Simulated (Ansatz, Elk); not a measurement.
## Bonding as seen by X-rays: SrNiSO

Structure refinements treat a crystal as free atoms side by side. For a made-up structure of SrNiSO (cell and positions from a PBE relaxation) the runs below show what the calculated density changes in F(hkl).

Calculated with Elk 11.2.3 (patched build); DFT, PBE, all-electron APW+lo, Dirac cores, scalar-relativistic bands, static density, no spin.

The structure was built from a prototype and need not be the compound's stable phase.

## Step 1: Starting point

Symmetry: Cmcm, No. 63, orthorhombic system. Conventional cell: a = 4.228 Å, b = 18.026 Å, c = 3.939 Å, α = 90.00°, β = 90.00°, γ = 90.00°. Nearest to Sr lie 2 O at 2.78 Å and 5 S at 2.95 to 3.13 Å. Nearest to Ni lie 3 O at 1.88 to 1.98 Å and 1 S at 2.19 Å. S has 1 Ni at 2.19 Å and 5 Sr at 2.95 to 3.13 Å nearest. O has 3 Ni at 1.88 to 1.98 Å and 2 Sr at 2.78 Å nearest. Farther neighbours and most contacts between anions are not listed.

Structure file:

```cif
data_structure
_symmetry_space_group_name_H-M 'Cmcm'
_symmetry_Int_Tables_number 63
_cell_length_a 4.2279
_cell_length_b 18.0257
_cell_length_c 3.9387
_cell_angle_alpha 90.000
_cell_angle_beta 90.000
_cell_angle_gamma 90.000
_cell_volume 300.17
loop_
_atom_site_label
_atom_site_type_symbol
_atom_site_symmetry_multiplicity
_atom_site_Wyckoff_symbol
_atom_site_fract_x
_atom_site_fract_y
_atom_site_fract_z
_atom_site_occupancy
Sr1 Sr 4 c 0.50000 0.14719 0.25000 1
Ni1 Ni 4 c 0.50000 0.44269 0.25000 1
S1 S 4 c 0.50000 0.32102 0.25000 1
O1 O 4 c 0.00000 0.04702 0.25000 1
```

## Step 2: Ground state and structure factors

An all-electron density is needed, since X-rays see the cores too. Task 0 finds the density and task 195 Fourier-transforms it; tshift is off so that phases refer to the origin typed.

Input file elk.in:

```
tasks
  0
  195

xctype
  20

spinpol
  .false.

rgkmax
  7.0

gmaxvr
  14.0

lmaxo
  7

lmaxapw
  8

swidth
  0.002

tshift
  .false.

ramdisk
  .false.

hmaxvr
  5.5

maxscl
  120

epspot
  1e-06

sppath
  './'

avec
  3.99481849355 -17.03184260226 0.00000000000
  3.99481849355 17.03184260226 0.00000000000
  0.00000000000 0.00000000000 7.44300809771

atoms
  4
  'Sr.in'
  2
  0.3528112722 0.6471887278 0.7500000000   0.000000 0.000000 0.000000
  0.6471887278 0.3528112722 0.2500000000   0.000000 0.000000 0.000000
  'Ni.in'
  2
  0.0573056782 0.9426943218 0.7500000000   0.000000 0.000000 0.000000
  0.9426943218 0.0573056782 0.2500000000   0.000000 0.000000 0.000000
  'S.in'
  2
  0.1789836947 0.8210163053 0.7500000000   0.000000 0.000000 0.000000
  0.8210163053 0.1789836947 0.2500000000   0.000000 0.000000 0.000000
  'O.in'
  2
  0.9529837133 0.0470162867 0.7500000000   0.000000 0.000000 0.000000
  0.0470162867 0.9529837133 0.2500000000   0.000000 0.000000 0.000000

ngridk
  6 6 6
```

Started as:

```
$ OMP_NUM_THREADS=4 elk
```

Numbers of over 12 decimals in the logs are rounded to 6 here.

Output:

```text
┌─────────────────────────┐
│ Elk code version 11.2.3 │
└─────────────────────────┘

All units are atomic (Hartree, Bohr, etc.)

┌─────────────────────────────────────────────────┐
│ Ground-state run starting from atomic densities │
└─────────────────────────────────────────────────┘

Lattice vectors :
   3.994818494      -17.03184260       0.000000000
   3.994818494       17.03184260       0.000000000
   0.000000000       0.000000000       7.443008098

Reciprocal lattice vectors :
  0.7864168694     -0.1844540680       0.000000000
  0.7864168694      0.1844540680      -0.000000000
  -0.000000000       0.000000000      0.8441728431

Unit cell volume      :    1012.831439
Brillouin zone volume :   0.2449076952

Muffin-tin inner radius fraction :   0.1000000000E-01

Nuclei treated as point charges

Species : 1 (Sr)
 parameters loaded from : Sr.in
 name : strontium
 nuclear charge    :   -38.00000000
 electronic charge :    38.00000000
 atomic mass :    159721.4892
 muffin-tin radius :    2.600000000
 number of radial points in muffin-tin :   1193
 inner part over the whole radius :   0.9909106339E-02
 number on inner part of muffin-tin    :    847
 approximate nuclear radius :   0.8067967193E-04
 number of mesh points to nuclear radius :    415
 atomic positions (lattice), magnetic fields (Cartesian) :
  1 :   0.35281127 -0.35281127 -0.25000000    0.00000000  0.00000000  0.00000000
  2 :  -0.35281127  0.35281127  0.25000000    0.00000000  0.00000000  0.00000000

Species : 2 (Ni)
 parameters loaded from : Ni.in
 name : nickel
 nuclear charge    :   -28.00000000
 electronic charge :    28.00000000
 atomic mass :    106991.5231
 muffin-tin radius :    1.950952846
 number of radial points in muffin-tin :    993
 inner part over the whole radius :   0.9930890424E-02
 number on inner part of muffin-tin    :    697
 approximate nuclear radius :   0.7325707712E-04
 number of mesh points to nuclear radius :    339
 atomic positions (lattice), magnetic fields (Cartesian) :
  1 :   0.05730568 -0.05730568 -0.25000000    0.00000000  0.00000000  0.00000000
  2 :  -0.05730568  0.05730568  0.25000000    0.00000000  0.00000000  0.00000000

Species : 3 (S)
 parameters loaded from : S.in
 name : sulphur
 nuclear charge    :   -16.00000000
 electronic charge :    16.00000000
 atomic mass :    58450.91931
 muffin-tin radius :    2.143848804
 number of radial points in muffin-tin :    793
 inner part over the whole radius :   0.9968025189E-02
 number on inner part of muffin-tin    :    554
 approximate nuclear radius :   0.6195814986E-04
 number of mesh points to nuclear radius :    251
 atomic positions (lattice), magnetic fields (Cartesian) :
  1 :   0.17898369 -0.17898369 -0.25000000    0.00000000  0.00000000  0.00000000
  2 :  -0.17898369  0.17898369  0.25000000    0.00000000  0.00000000  0.00000000

Species : 4 (O)
 parameters loaded from : O.in
 name : oxygen
 nuclear charge    :   -8.000000000
 electronic charge :    8.000000000
 atomic mass :    29165.12205
 muffin-tin radius :    1.501538817
 number of radial points in muffin-tin :    593
 inner part over the whole radius :   0.9788894962E-02
 number on inner part of muffin-tin    :    405
 approximate nuclear radius :   0.5115538663E-04
 number of mesh points to nuclear radius :    175
 atomic positions (lattice), magnetic fields (Cartesian) :
  1 :  -0.04701629  0.04701629 -0.25000000    0.00000000  0.00000000  0.00000000
  2 :   0.04701629 -0.04701629  0.25000000    0.00000000  0.00000000  0.00000000

Total number of atoms per unit cell :    8
Total muffin-tin volume :    320.3625678
 ratio of muffin-tin to unit cell volume :   0.3163039331

Spin treatment :
 spin-unpolarised

Number of Bravais lattice symmetries :    8
Number of crystal symmetries         :    8
Crystal has inversion symmetry
Real symmetric eigensolver will be used

k-point grid :      6     6     6
k-point offset :    0.000000000       0.000000000       0.000000000
k-point set is reduced with full crystal symmetry group
[...]
Density of states at Fermi energy :    97.67073937
 (states/Hartree/unit cell)

Estimated indirect band gap :   0.5444232000E-03
 from k-point 10 to k-point 2
Estimated direct band gap   :   0.6229997260E-03
 at k-point 2

Charges :
 core                        :    104.0000000
 valence                     :    76.00000000
 interstitial                :    12.47381357
 muffin-tins (core leakage)
  species : 1 (Sr)
[...]
species : 2 (Ni)
[...]
species : 3 (S)
[...]
species : 4 (O)
[...]
total in muffin-tins        :    167.5261864
 total calculated charge     :    179.9920547
 total charge                :    180.0000000
 error                       :   0.7945307442E-02

RMS change in Kohn-Sham potential (target) :   0.7740652511     (  0.1000000000E-05)
Absolute change in total energy (target)   :   0.3308421582     (  0.1000000000E-03)

[... loops 3 to 17 left out ...]

┌──────────────────┐
│ Loop number : 18 │
└──────────────────┘

Energies :
 Fermi                       :     0.182956
 sum of occupied eigenvalues :     -6016.8666898878
 electron kinetic            :      10592.945716135
 core electron kinetic       :      10121.673588854
 Coulomb                     :     -20537.250386139
 Coulomb potential           :     -16082.000526916
 nuclear-nuclear             :     -1249.1936497838
 electron-nuclear            :     -22519.469845106
 Hartree                     :      3231.4131087507
 Madelung                    :     -12496.250122681
 xc potential                :     -527.81187910680
 exchange                    :     -397.86545333628
 correlation                 :     -8.257436
 electron entropic           :    -0.21726453697107E-02
 total energy                :     -10350.429732151

Density of states at Fermi energy :    166.4759769
 (states/Hartree/unit cell)

Estimated indirect band gap :   0.1151629972E-02
 from k-point 46 to k-point 3
Estimated direct band gap   :   0.7269805769E-02
 at k-point 3

Charges :
 core                        :    104.0000000
 valence                     :    76.00000000
 interstitial                :    13.26900523
 muffin-tins (core leakage)
  species : 1 (Sr)
[...]
species : 2 (Ni)
[...]
species : 3 (S)
[...]
species : 4 (O)
[...]
total in muffin-tins        :    166.7309948
 total calculated charge     :    179.9921036
 total charge                :    180.0000000
 error                       :   0.7896396488E-02

RMS change in Kohn-Sham potential (target) :   0.7796663393E-06 (  0.1000000000E-05)
Absolute change in total energy (target)   :   0.7580115016E-04 (  0.1000000000E-03)

Convergence targets achieved

┌──────────────────┐
│ Loop number : 19 │
└──────────────────┘

Energies :
 Fermi                       :     0.182955
 sum of occupied eigenvalues :     -6016.8666998670
 electron kinetic            :      10592.945736555
 core electron kinetic       :      10121.673586074
 Coulomb                     :     -20537.250413017
 Coulomb potential           :     -16082.000499214
 nuclear-nuclear             :     -1249.1936497838
 electron-nuclear            :     -22519.469926659
 Hartree                     :      3231.4131634261
 Madelung                    :     -12496.250163410
 xc potential                :     -527.81193720786
 exchange                    :     -397.86545547553
 correlation                 :     -8.257436
 electron entropic           :    -0.21726464726053E-02
 total energy                :     -10350.429740809

Density of states at Fermi energy :    166.4760631
 (states/Hartree/unit cell)

Estimated indirect band gap :   0.1151601024E-02
 from k-point 46 to k-point 3
Estimated direct band gap   :   0.7269819669E-02
 at k-point 3

Charges :
 core                        :    104.0000000
 valence                     :    76.00000000
 interstitial                :    13.26900457
 muffin-tins (core leakage)
  species : 1 (Sr)
[...]
species : 2 (Ni)
[...]
species : 3 (S)
[...]
atom 2                    :    14.44040617     (  0.1030750162E-03)
  species : 4 (O)
   atom 1                    :    6.755669876     (  0.9961753111E-07)
   atom 2                    :    6.755669876     (  0.9961753111E-07)
 total in muffin-tins        :    166.7309954
 total calculated charge     :    179.9921036
 total charge                :    180.0000000
 error                       :   0.7896395918E-02

┌──────────────────────────────┐
│ Self-consistent loop stopped │
└──────────────────────────────┘

Warning : core states of species 2 leak from the muffin-tin :   0.2937819042E-02

Warning : core states of species 3 leak from the muffin-tin :   0.1030750162E-03

Wrote STATE.OUT
```

Elapsed: 2.7 min, on 4 threads of Arm Neoverse V1, shared host; peak memory 0.36 GiB.

SFACRHO.OUT:

```text

h k l indices transformed by vhmat matrix:
   1.000000000       0.000000000       0.000000000    
   0.000000000       1.000000000       0.000000000    
   0.000000000       0.000000000       1.000000000    

      h      k      l  multipl.   |H|            Re(F)            Im(F)           |F|

      0      0      0      1   0.0000000       180.00000     -0.19828807E-15   180.00000    
     -1      1      0      2  0.36890814       14.337136      0.30747193E-14   14.337136    
     -2      2      0      2  0.73781627      -51.900678      0.10585819E-12   51.900678    
     -1      0      0      4  0.80775912       32.267019     -0.36457386E-13   32.267019    
      0      0      1      2  0.84417284      0.73640233E-14  0.15373597E-13  0.17046299E-13
      1     -1      1      2  0.92126055      -17.801026     -0.32504176E-13   17.801026    
      1     -1     -1      2  0.92126055       17.801026      0.32504176E-13   17.801026    
     -1      2      0      4  0.96159306       66.769921     -0.40849843E-13   66.769921    
      3     -3      0      2   1.1067244       40.120612      0.94437808E-13   40.120612    
     -2      2     -1      2   1.1211604       43.979089     -0.31845307E-13   43.979089    
     -2      2      1      2   1.1211604      -43.979089      0.31625685E-13   43.979089    
      0      1      1      4   1.1683760      -83.821467      0.35139650E-13   83.821467    
     -1      0     -1      4   1.1683760       83.821467     -0.20644544E-13   83.821467    
     -2      3      0      4   1.2120372       14.687718     -0.39532106E-13   14.687718    
     -2      1     -1      4   1.2795659       47.025763     -0.41728334E-13   47.025763    
      1     -2     -1      4   1.2795659      -47.025763      0.35139650E-14   47.025763    
     -3      3      1      2   1.3919291      -74.724101      0.91582712E-13   74.724101    
      3     -3      1      2   1.3919291       74.724101      0.89057049E-13   74.724101
```

Elk indexes on the primitive cell of elk.in and gives |H| = 4π sin θ/λ in inverse bohr. Below, one row stands for each form hkl of the conventional cell (m members, Friedel mates merged), F is for one primitive cell and the density is static (no thermal factor). Free-atom factors are Waasmaier and Kirfel's, and R is Σm||F|−|F'||/Σm|F|.

```csv
hkl,m,sin θ/λ (Å⁻¹),"abs F, DFT",neutral atoms,diff.
020,2,0.056,14.337,14.377,-0.039
040,2,0.111,51.901,51.457,+0.443
110,4,0.121,32.267,31.497,+0.770
001,2,0.127,0.000,0.000,+0.000
021,4,0.139,17.801,17.898,-0.097
130,4,0.145,66.770,66.727,+0.043
060,2,0.166,40.121,39.814,+0.306
041,4,0.169,43.979,44.494,-0.515
111,8,0.176,83.822,83.570,+0.252
150,4,0.182,14.688,14.496,+0.192
131,8,0.192,47.026,47.206,-0.181
061,4,0.209,74.724,74.963,-0.239
080,2,0.222,42.841,42.425,+0.416
151,8,0.222,40.112,39.661,+0.451
```

## Step 3: The highest occupied states alone

An energy window below the Fermi level keeps the highest occupied states, to see at which angles they scatter; shallow core shells can lie inside it and anion s states outside. No new self-consistency is needed.

elk.in: that of step 2 with these lines changed.

```diff
@@ -1,3 +1,2 @@
 tasks
-  0
   195
@@ -40,2 +39,5 @@
 
+wsfac
+  -0.184540 0.482960
+
 sppath
```

Started as:

```
$ OMP_NUM_THREADS=4 elk
```

Output:

```text
┌─────────────────────────────────┐
│ Elk code version 11.2.3 started │
└─────────────────────────────────┘

Info(readinput): the functional depends on the density's gradient
 muffin-tin radial points multiplied by    2.00000
 (not where nrmtscf is given)

┌────────────────────┐
│ Current task : 195 │
└────────────────────┘
Info(checkmt): changed muffin-tin radius of species 2 (Ni) from   2.4000 to   1.9510
Info(checkmt): changed muffin-tin radius of species 3 (S) from   2.2000 to   2.1438
Info(checkmt): changed muffin-tin radius of species 4 (O) from   1.8000 to   1.5015

Info(sfacrho): density structure factors written to SFACRHO.OUT

 Energy window :  -0.1845400000      0.4829600000

┌──────────────────┐
│ Elk code stopped │
└──────────────────┘
```

Elapsed: 27 s, on 4 threads; peak memory 0.23 GiB; 34 s of CPU time.

States within 10 eV below the Fermi level hold 40.00 electrons; any levels below the window count with the cores. Their amplitudes can exceed the total, where window and core parts have opposite phase:

```csv
hkl,sin θ/λ (Å⁻¹),"abs F, window","abs F, all"
020,0.056,14.939,14.337
040,0.111,3.046,51.901
110,0.121,23.206,32.267
001,0.127,0.000,0.000
021,0.139,9.080,17.801
130,0.145,6.675,66.770
060,0.166,5.568,40.121
041,0.169,3.978,43.979
111,0.176,5.509,83.822
150,0.182,0.012,14.688
```

(Continued in part 2 of 2.)

[Logs are printed without paths, hosts, clocks, repeated set-up lines and the standing remarks that a program may print on its own settings, such as how far it seeks lower states.]

[Hosts, paths, dates, database ids (printed as entryN), source tags and the programs' standing remarks are cut or masked in the printed files.]
